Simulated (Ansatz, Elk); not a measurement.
# How far do independent atoms describe MgFe2Sn2?

The structure of MgFe2Sn2 used here is made up (a known structure type with other elements) and was relaxed beforehand with PBEsol. The aim is the Fourier transform of its all-electron density, F(hkl), set beside the sum over free spherical atoms that refinements use.

Main program and level: Elk 11.2.3 (patched build); DFT, PBE, all-electron APW+lo, Dirac cores, scalar-relativistic bands, static density, ferromagnetic start.

The structure was built from a prototype and need not be the compound's stable phase.

### Step 1. The starting structure

Symmetry: I4/mmm, No. 139, tetragonal system. The conventional cell has a = 3.784 Å, b = 3.784 Å, c = 12.840 Å, α = 90.00°, β = 90.00°, γ = 90.00°. Nearest to Sn lie 4 Fe at 2.59 Å and 1 Sn at 2.90 Å and 4 Mg at 3.04 Å. Nearest to Fe lie 4 Sn at 2.59 Å and 4 Fe at 2.68 Å. Nearest to Mg lie 8 Sn at 3.04 Å. Farther neighbours are not listed.

Coordinates:

```cif
data_structure
_symmetry_space_group_name_H-M 'I4/mmm'
_symmetry_Int_Tables_number 139
_cell_length_a 3.7840
_cell_length_b 3.7840
_cell_length_c 12.8399
_cell_angle_alpha 90.000
_cell_angle_beta 90.000
_cell_angle_gamma 90.000
_cell_volume 183.85
loop_
_atom_site_label
_atom_site_type_symbol
_atom_site_symmetry_multiplicity
_atom_site_Wyckoff_symbol
_atom_site_fract_x
_atom_site_fract_y
_atom_site_fract_z
_atom_site_occupancy
Sn1 Sn 4 e 0.50000 0.50000 0.11274 1
Fe1 Fe 4 d 0.50000 0.00000 0.25000 1
Mg1 Mg 2 a 0.00000 0.00000 0.00000 1
```

### Step 2. Ground state and structure factors

An all-electron density is needed, since X-rays see the cores too. Task 0 finds the density and task 195 Fourier-transforms it; tshift is off so that phases refer to the origin typed.

Contents of elk.in:

```
tasks
  0
  195
  196

xctype
  20

spinpol
  .true.

rgkmax
  7.0

gmaxvr
  14.0

lmaxo
  7

lmaxapw
  8

swidth
  0.002

tshift
  .false.

ramdisk
  .false.

hmaxvr
  5.5

maxscl
  120

epspot
  1e-06

reducebf
  0.8

sppath
  './'

avec
  -3.57535204671 3.57535204671 12.13196080514
  3.57535204671 -3.57535204671 12.13196080514
  3.57535204671 3.57535204671 -12.13196080514

atoms
  3
  'Sn.in'
  2
  0.6127352142 0.6127352142 0.0000000000   0.000000 0.000000 0.000000
  0.3872647858 0.3872647858 -0.0000000000   0.000000 0.000000 0.000000
  'Fe.in'
  2
  0.2500000000 0.7500000000 0.5000000000   0.000000 0.000000 -0.110000
  0.7500000000 0.2500000000 0.5000000000   0.000000 0.000000 -0.110000
  'Mg.in'
  1
  -0.0000000000 -0.0000000000 -0.0000000000   0.000000 0.000000 0.000000

ngridk
  7 7 7
```

Run with:

```bash
$ OMP_NUM_THREADS=4 elk
```

Numbers of over 12 decimals in the logs are rounded to 6 here.

The log of the run:

```text
┌─────────────────────────┐
│ Elk code version 11.2.3 │
└─────────────────────────┘

All units are atomic (Hartree, Bohr, etc.)

┌─────────────────────────────────────────────────┐
│ Ground-state run starting from atomic densities │
└─────────────────────────────────────────────────┘

Lattice vectors :
  -3.575352047       3.575352047       12.13196081
   3.575352047      -3.575352047       12.13196081
   3.575352047       3.575352047      -12.13196081

Reciprocal lattice vectors :
 -0.1882253615E-16  0.8786806481      0.2589517642
  0.8786806481     -0.1882253615E-16  0.2589517642
  0.8786806481      0.8786806481     -0.7500001438E-17

Unit cell volume      :    620.3383234
Brillouin zone volume :   0.3998627912

Muffin-tin inner radius fraction :   0.1000000000E-01

Nuclei treated as point charges

Species : 1 (Sn)
 parameters loaded from : Sn.in
 name : tin
 nuclear charge    :   -50.00000000
 electronic charge :    50.00000000
 atomic mass :    216395.0922
 muffin-tin radius :    2.514875523
 number of radial points in muffin-tin :   1193
 inner part over the whole radius :   0.9876253864E-02
 number on inner part of muffin-tin    :    849
 approximate nuclear radius :   0.8828114845E-04
 number of mesh points to nuclear radius :    429
 atomic positions (lattice), magnetic fields (Cartesian) :
  1 :  -0.38726479 -0.38726479  0.00000000    0.00000000  0.00000000  0.00000000
  2 :   0.38726479  0.38726479  0.00000000    0.00000000  0.00000000  0.00000000

Species : 2 (Fe)
 parameters loaded from : Fe.in
 name : iron
 nuclear charge    :   -26.00000000
 electronic charge :    26.00000000
 atomic mass :    101799.2075
 muffin-tin radius :    2.321423560
 number of radial points in muffin-tin :    993
 inner part over the whole radius :   0.9994014837E-02
 number on inner part of muffin-tin    :    700
 approximate nuclear radius :   0.7160107270E-04
 number of mesh points to nuclear radius :    332
 atomic positions (lattice), magnetic fields (Cartesian) :
  1 :   0.25000000 -0.25000000  0.50000000    0.00000000  0.00000000 -0.11000000
  2 :  -0.25000000  0.25000000  0.50000000    0.00000000  0.00000000 -0.11000000

Species : 3 (Mg)
 parameters loaded from : Mg.in
 name : magnesium
 nuclear charge    :   -12.00000000
 electronic charge :    12.00000000
 atomic mass :    44305.30466
 muffin-tin radius :    2.200000000
 number of radial points in muffin-tin :    793
 inner part over the whole radius :   0.9941530515E-02
 number on inner part of muffin-tin    :    552
 approximate nuclear radius :   0.5710277704E-04
 number of mesh points to nuclear radius :    241
 atomic positions (lattice), magnetic fields (Cartesian) :
  1 :   0.00000000  0.00000000  0.00000000    0.00000000  0.00000000  0.00000000

Total number of atoms per unit cell :    5
Total muffin-tin volume :    282.6574484
 ratio of muffin-tin to unit cell volume :   0.4556504696

Spin treatment :
 spin-polarised
 global magnetic field (Cartesian) :    0.000000000       0.000000000       0.000000000
 collinear magnetisation in z-direction

Number of Bravais lattice symmetries :   16
Number of crystal symmetries         :   16
Crystal has inversion symmetry
Real symmetric eigensolver will be used

k-point grid :      7     7     7
k-point offset :    0.000000000       0.000000000       0.000000000
k-point set is reduced with full crystal symmetry group
Total number of k-points :       40

Muffin-tin radius times maximum |G+k| :    7.000000000
 using average radius
Maximum |G+k| for APW functions       :    2.947964675
Maximum (1/2)|G+k|²                   :    4.345247863
Maximum |G| for potential and density :    14.00000000
Constant for pseudocharge density :    9
 order of it for each species :   16  16  16
 order of it for pair densities of each species (exact exchange by exxq0 0: 17) :   11   9   8
Radial integration step length :    1

G-vector grid sizes :     60    60    60
Number of G-vectors :    28735

Maximum angular momentum used for
[...]
RMS change in Kohn-Sham potential (target) :    2.916933683     (  0.1000000000E-05)
Absolute change in total energy (target)   :    1.464069799     (  0.1000000000E-03)

[... loops 3 to 19 left out ...]

┌──────────────────┐
│ Loop number : 20 │
└──────────────────┘

Energies :
 Fermi                       :     0.275121
 sum of occupied eigenvalues :     -9037.4506095985
 electron kinetic            :      15791.007611755
 core electron kinetic       :      14970.852839533
 Coulomb                     :     -30435.850046642
 Coulomb potential           :     -24230.207903569
 nuclear-nuclear             :     -1659.1054797367
 electron-nuclear            :     -33365.718962893
 Hartree                     :      4588.9743959878
 Madelung                    :     -18320.746094857
 xc potential                :     -598.04237554901
 xc effective B-field        :    -0.207922
 external B-field            :      0.000000
 exchange                    :     -450.91069666255
 correlation                 :     -8.287927
 electron entropic           :    -0.93653337260522E-03
 total energy                :     -15104.041994751
 (external B-field energy excluded from total)

Density of states at Fermi energy :    68.01461612
 (states/Hartree/unit cell)

Estimated indirect band gap :   0.5104569647E-03
 from k-point 3 to k-point 2
Estimated direct band gap   :   0.2493885474E-02
 at k-point 34

Charges :
 core                        :    82.00000000
 valence                     :    82.00000000
 interstitial                :    7.543492519
 muffin-tins (core leakage)
  species : 1 (Sn)
[...]
species : 2 (Fe)
[...]
species : 3 (Mg)
[...]
total in muffin-tins        :    156.4565075
 total calculated charge     :    163.9991090
 total charge                :    164.0000000
 error                       :   0.8909832777E-03

Moments :
 interstitial                :  -0.5781088189E-01
 muffin-tins
  species : 1 (Sn)
[...]
species : 2 (Fe)
[...]
species : 3 (Mg)
[...]
total in muffin-tins        :    4.348690207
 total moment                :    4.290879325

RMS change in Kohn-Sham potential (target) :   0.9893932005E-06 (  0.1000000000E-05)
Absolute change in total energy (target)   :   0.3236220618E-04 (  0.1000000000E-03)

Convergence targets achieved

┌──────────────────┐
│ Loop number : 21 │
└──────────────────┘

Energies :
 Fermi                       :     0.275121
 sum of occupied eigenvalues :     -9037.4506124448
 electron kinetic            :      15791.007598536
 core electron kinetic       :      14970.852830114
 Coulomb                     :     -30435.850045423
 Coulomb potential           :     -24230.207832974
 nuclear-nuclear             :     -1659.1054797367
 electron-nuclear            :     -33365.719038057
 Hartree                     :      4588.9744723699
 Madelung                    :     -18320.746128936
 xc potential                :     -598.04245254921
 xc effective B-field        :    -0.207910
 external B-field            :      0.000000
 exchange                    :     -450.91069365580
 correlation                 :     -8.287927
 electron entropic           :    -0.93661937898178E-03
 total energy                :     -15104.042004485
 (external B-field energy excluded from total)

Density of states at Fermi energy :    68.02408910
 (states/Hartree/unit cell)

Estimated indirect band gap :   0.5109314454E-03
 from k-point 3 to k-point 2
Estimated direct band gap   :   0.2493291416E-02
 at k-point 34

Charges :
 core                        :    82.00000000
 valence                     :    82.00000000
 interstitial                :    7.543486142
 muffin-tins (core leakage)
  species : 1 (Sn)
[...]
species : 2 (Fe)
   atom 1                    :    24.85785313     ( -0.2238923571E-06)
   atom 2                    :    24.85785313     ( -0.2238923571E-06)
  species : 3 (Mg)
   atom 1                    :    10.43833949     ( -0.9828258785E-07)
 total in muffin-tins        :    156.4565139
 total calculated charge     :    163.9991090
 total charge                :    164.0000000
 error                       :   0.8909848554E-03

Moments :
 interstitial                :  -0.5779305969E-01
 muffin-tins
  species : 1 (Sn)
[...]
species : 2 (Fe)
   atom 1                    :    2.230904165
   atom 2                    :    2.230904165
  species : 3 (Mg)
   atom 1                    :   0.1769717119E-01
 total in muffin-tins        :    4.348561981
 total moment                :    4.290768921

┌──────────────────────────────┐
│ Self-consistent loop stopped │
└──────────────────────────────┘

Warning : core states of species 1 leak from the muffin-tin :   0.1119138098E-03

Wrote STATE.OUT
```

It took 8 min on 4 threads of Arm Neoverse V1, shared host; peak memory 0.62 GiB; 30 min of CPU time.

SFACRHO.OUT:

```text

h k l indices transformed by vhmat matrix:
   1.000000000       0.000000000       0.000000000    
   0.000000000       1.000000000       0.000000000    
   0.000000000       0.000000000       1.000000000    

      h      k      l  multipl.   |H|            Re(F)            Im(F)           |F|

      0      0      0      1   0.0000000       164.00000     -0.13794424E-16   164.00000    
     -1     -1      1      2  0.51790353      -23.824550      0.54264960E-14   23.824550    
      0     -1      1      8  0.91604350      -57.358852     -0.63568233E-17   57.358852    
     -2     -2      2      2   1.0358071      -29.030884     -0.10252336E-13   29.030884    
      1      2     -2      8   1.1728529       52.850410     -0.43284601E-14   52.850410    
     -1      1      0      4   1.2426421       49.821663     -0.52896494E-16   49.821663    
     -1     -1      0      8   1.3462479       60.793174     -0.66951167E-14   60.793174    
      3      3     -3      2   1.5537106      -63.433771     -0.13806733E-13   63.433771    
      2      3     -2      8   1.5647620       78.489664      0.84075176E-17   78.489664    
     -1     -3      2      8   1.6177316      -100.74795      0.90039048E-14   100.74795    
      1     -1      1      4   1.7573613       116.56543     -0.36827139E-14   116.56543    
     -2      0      0      8   1.8320870      -15.991182     -0.31867743E-16   15.991182    
     -2      1      1     16   1.9817806      -45.453232      0.44913085E-17   45.453232    
     -3     -3      4      8   1.9895165       9.8141832     -0.16375617E-13   9.8141832    
     -3     -4      4      8   2.0144042      -9.4370737      0.21281210E-17   9.4370737    
      1      3     -1      8   2.0399056      -25.368906     -0.50576239E-14   25.368906    
      4      4     -4      2   2.0716141       95.730388      0.16065127E-13   95.730388    
     -3      0      1     16   2.1127950       42.799449     -0.22633250E-17   42.799449
```

Elk indexes on the primitive cell of elk.in and gives |H| = 4π sin θ/λ in inverse bohr. Below, one row stands for each form hkl of the conventional cell (m members, Friedel mates merged), F is for one primitive cell and the density is static (no thermal factor). Free-atom factors are Waasmaier and Kirfel's, and R is Σm||F|−|F'||/Σm|F|.

| hkl | m | sin θ/λ (Å⁻¹) | abs F, DFT | neutral atoms | diff. |
| --- | --- | --- | --- | --- | --- |
| 002 | 2 | 0.078 | 23.825 | 23.361 | +0.463 |
| 101 | 8 | 0.138 | 57.359 | 57.207 | +0.152 |
| 004 | 2 | 0.156 | 29.031 | 29.230 | -0.200 |
| 103 | 8 | 0.176 | 52.850 | 52.976 | -0.126 |
| 110 | 4 | 0.187 | 49.822 | 50.069 | -0.248 |
| 112 | 8 | 0.202 | 60.793 | 60.964 | -0.171 |
| 006 | 2 | 0.234 | 63.434 | 63.755 | -0.321 |
| 105 | 8 | 0.235 | 78.490 | 78.774 | -0.284 |
| 114 | 8 | 0.243 | 100.748 | 101.101 | -0.353 |
| 200 | 4 | 0.264 | 116.565 | 117.033 | -0.468 |
| 202 | 8 | 0.276 | 15.991 | 16.218 | -0.227 |
| 211 | 16 | 0.298 | 45.453 | 45.530 | -0.077 |
| 116 | 8 | 0.299 | 9.814 | 9.914 | -0.100 |
| 107 | 8 | 0.303 | 9.437 | 9.462 | -0.025 |

### Step 3. The magnetisation density

The same run holds the spin density, and task 196 transforms it. The order is that of the start, and no other was tried.

SFACMAG_1.OUT:

```text

h k l indices transformed by vhmat matrix:
   1.000000000       0.000000000       0.000000000    
   0.000000000       1.000000000       0.000000000    
   0.000000000       0.000000000       1.000000000    

      h      k      l  multipl.   |H|            Re(F)            Im(F)           |F|

      0      0      0      1   0.0000000       4.2907691      0.84618497E-18   4.2907691    
     -1     -1      1      2  0.51790353      -4.1494415      0.48725697E-15   4.1494415    
      0     -1      1      8  0.91604350      0.29346454E-01 -0.59843338E-20  0.29346454E-01
     -2     -2      2      2   1.0358071       3.7894199     -0.83924034E-15   3.7894199    
      1      2     -2      8   1.1728529     -0.17143130E-01 -0.55716992E-18  0.17143130E-01
     -1      1      0      4   1.2426421      -3.3837960      0.19674392E-17   3.3837960    
     -1     -1      0      8   1.3462479       3.1669404     -0.49549125E-15   3.1669404    
      3      3     -3      2   1.5537106      -2.7267352     -0.99001871E-15   2.7267352    
      2      3     -2      8   1.5647620      0.23113462E-01  0.45804845E-18  0.23113462E-01
     -1     -3      2      8   1.6177316      -2.7033963      0.64233957E-15   2.7033963    
      1     -1      1      4   1.7573613       2.5438459     -0.25770744E-15   2.5438459    
     -2      0      0      8   1.8320870      -2.3861722     -0.57062210E-17   2.3861722    
     -2      1      1     16   1.9817806     -0.25029163E-01  0.21028982E-17  0.25029163E-01
     -3     -3      4      8   1.9895165       2.0694483     -0.10275855E-14   2.0694483    
     -3     -4      4      8   2.0144042      0.22223619E-02 -0.70492174E-18  0.22223619E-02
      1      3     -1      8   2.0399056       2.0397691     -0.31988532E-15   2.0397691
```

The total moment is 4.29 μB a cell; sphere moments: Sn1 -0.07, Sn2 -0.07, Fe3 +2.23, Fe4 +2.23, Mg5 +0.02 μB. Polarised neutrons measure spin and orbital magnetisation together; without spin-orbit coupling the run gives the spin part:

| hkl | sin θ/λ (Å⁻¹) | abs F_M (μB) |
| --- | --- | --- |
| 002 | 0.078 | 4.149 |
| 101 | 0.138 | 0.029 |
| 004 | 0.156 | 3.789 |
| 103 | 0.176 | 0.017 |
| 110 | 0.187 | 3.384 |
| 112 | 0.202 | 3.167 |
| 006 | 0.234 | 2.727 |
| 105 | 0.235 | 0.023 |
| 114 | 0.243 | 2.703 |
| 200 | 0.264 | 2.544 |
| 202 | 0.276 | 2.386 |
| 211 | 0.298 | 0.025 |
| 116 | 0.299 | 2.069 |
| 107 | 0.303 | 0.002 |

### Step 4. The highest occupied states alone

An energy window below the Fermi level keeps the highest occupied states, to see at which angles they scatter; shallow core shells can lie inside it and anion s states outside. No new self-consistency is needed.

elk.in, as its differences from that of step 2:

```diff
@@ -1,5 +1,3 @@
 tasks
-  0
   195
-  196
 
@@ -44,2 +42,5 @@
 
+wsfac
+  -0.165870 0.575120
+
 sppath
```

Run with:

```bash
$ OMP_NUM_THREADS=4 elk
```

The log of the run:

```text
┌─────────────────────────────────┐
│ Elk code version 11.2.3 started │
└─────────────────────────────────┘

Info(readinput): the functional depends on the density's gradient
 muffin-tin radial points multiplied by    2.00000
 (not where nrmtscf is given)

┌────────────────────┐
│ Current task : 195 │
└────────────────────┘
Info(checkmt): changed muffin-tin radius of species 1 (Sn) from   2.6000 to   2.5149
Info(checkmt): changed muffin-tin radius of species 2 (Fe) from   2.4000 to   2.3214

Info(sfacrho): density structure factors written to SFACRHO.OUT

 Energy window :  -0.1658700000      0.5751200000

┌──────────────────┐
│ Elk code stopped │
└──────────────────┘
```

Elapsed: 15 s, on 4 threads; peak memory 0.27 GiB.

States within 12 eV below the Fermi level hold 26.00 electrons; any levels below the window count with the cores. Their amplitudes can exceed the total, where window and core parts have opposite phase:

| hkl | sin θ/λ (Å⁻¹) | abs F, window | abs F, all |
| --- | --- | --- | --- |
| 002 | 0.078 | 12.050 | 23.825 |
| 101 | 0.138 | 1.518 | 57.359 |
| 004 | 0.156 | 8.545 | 29.031 |
| 103 | 0.176 | 0.501 | 52.850 |
| 110 | 0.187 | 7.883 | 49.822 |
| 112 | 0.202 | 7.792 | 60.793 |
| 006 | 0.234 | 6.639 | 63.434 |
| 105 | 0.235 | 0.252 | 78.490 |
| 114 | 0.243 | 6.271 | 100.748 |
| 200 | 0.264 | 5.383 | 116.565 |

(Continued in part 2 of 2.)

[Logs are printed without paths, hosts, clocks, repeated set-up lines and the standing remarks that a program may print on its own settings, such as how far it seeks lower states.]

[Hosts, paths, dates, database ids (printed as entryN), source tags and the programs' standing remarks are cut or masked in the printed files.]
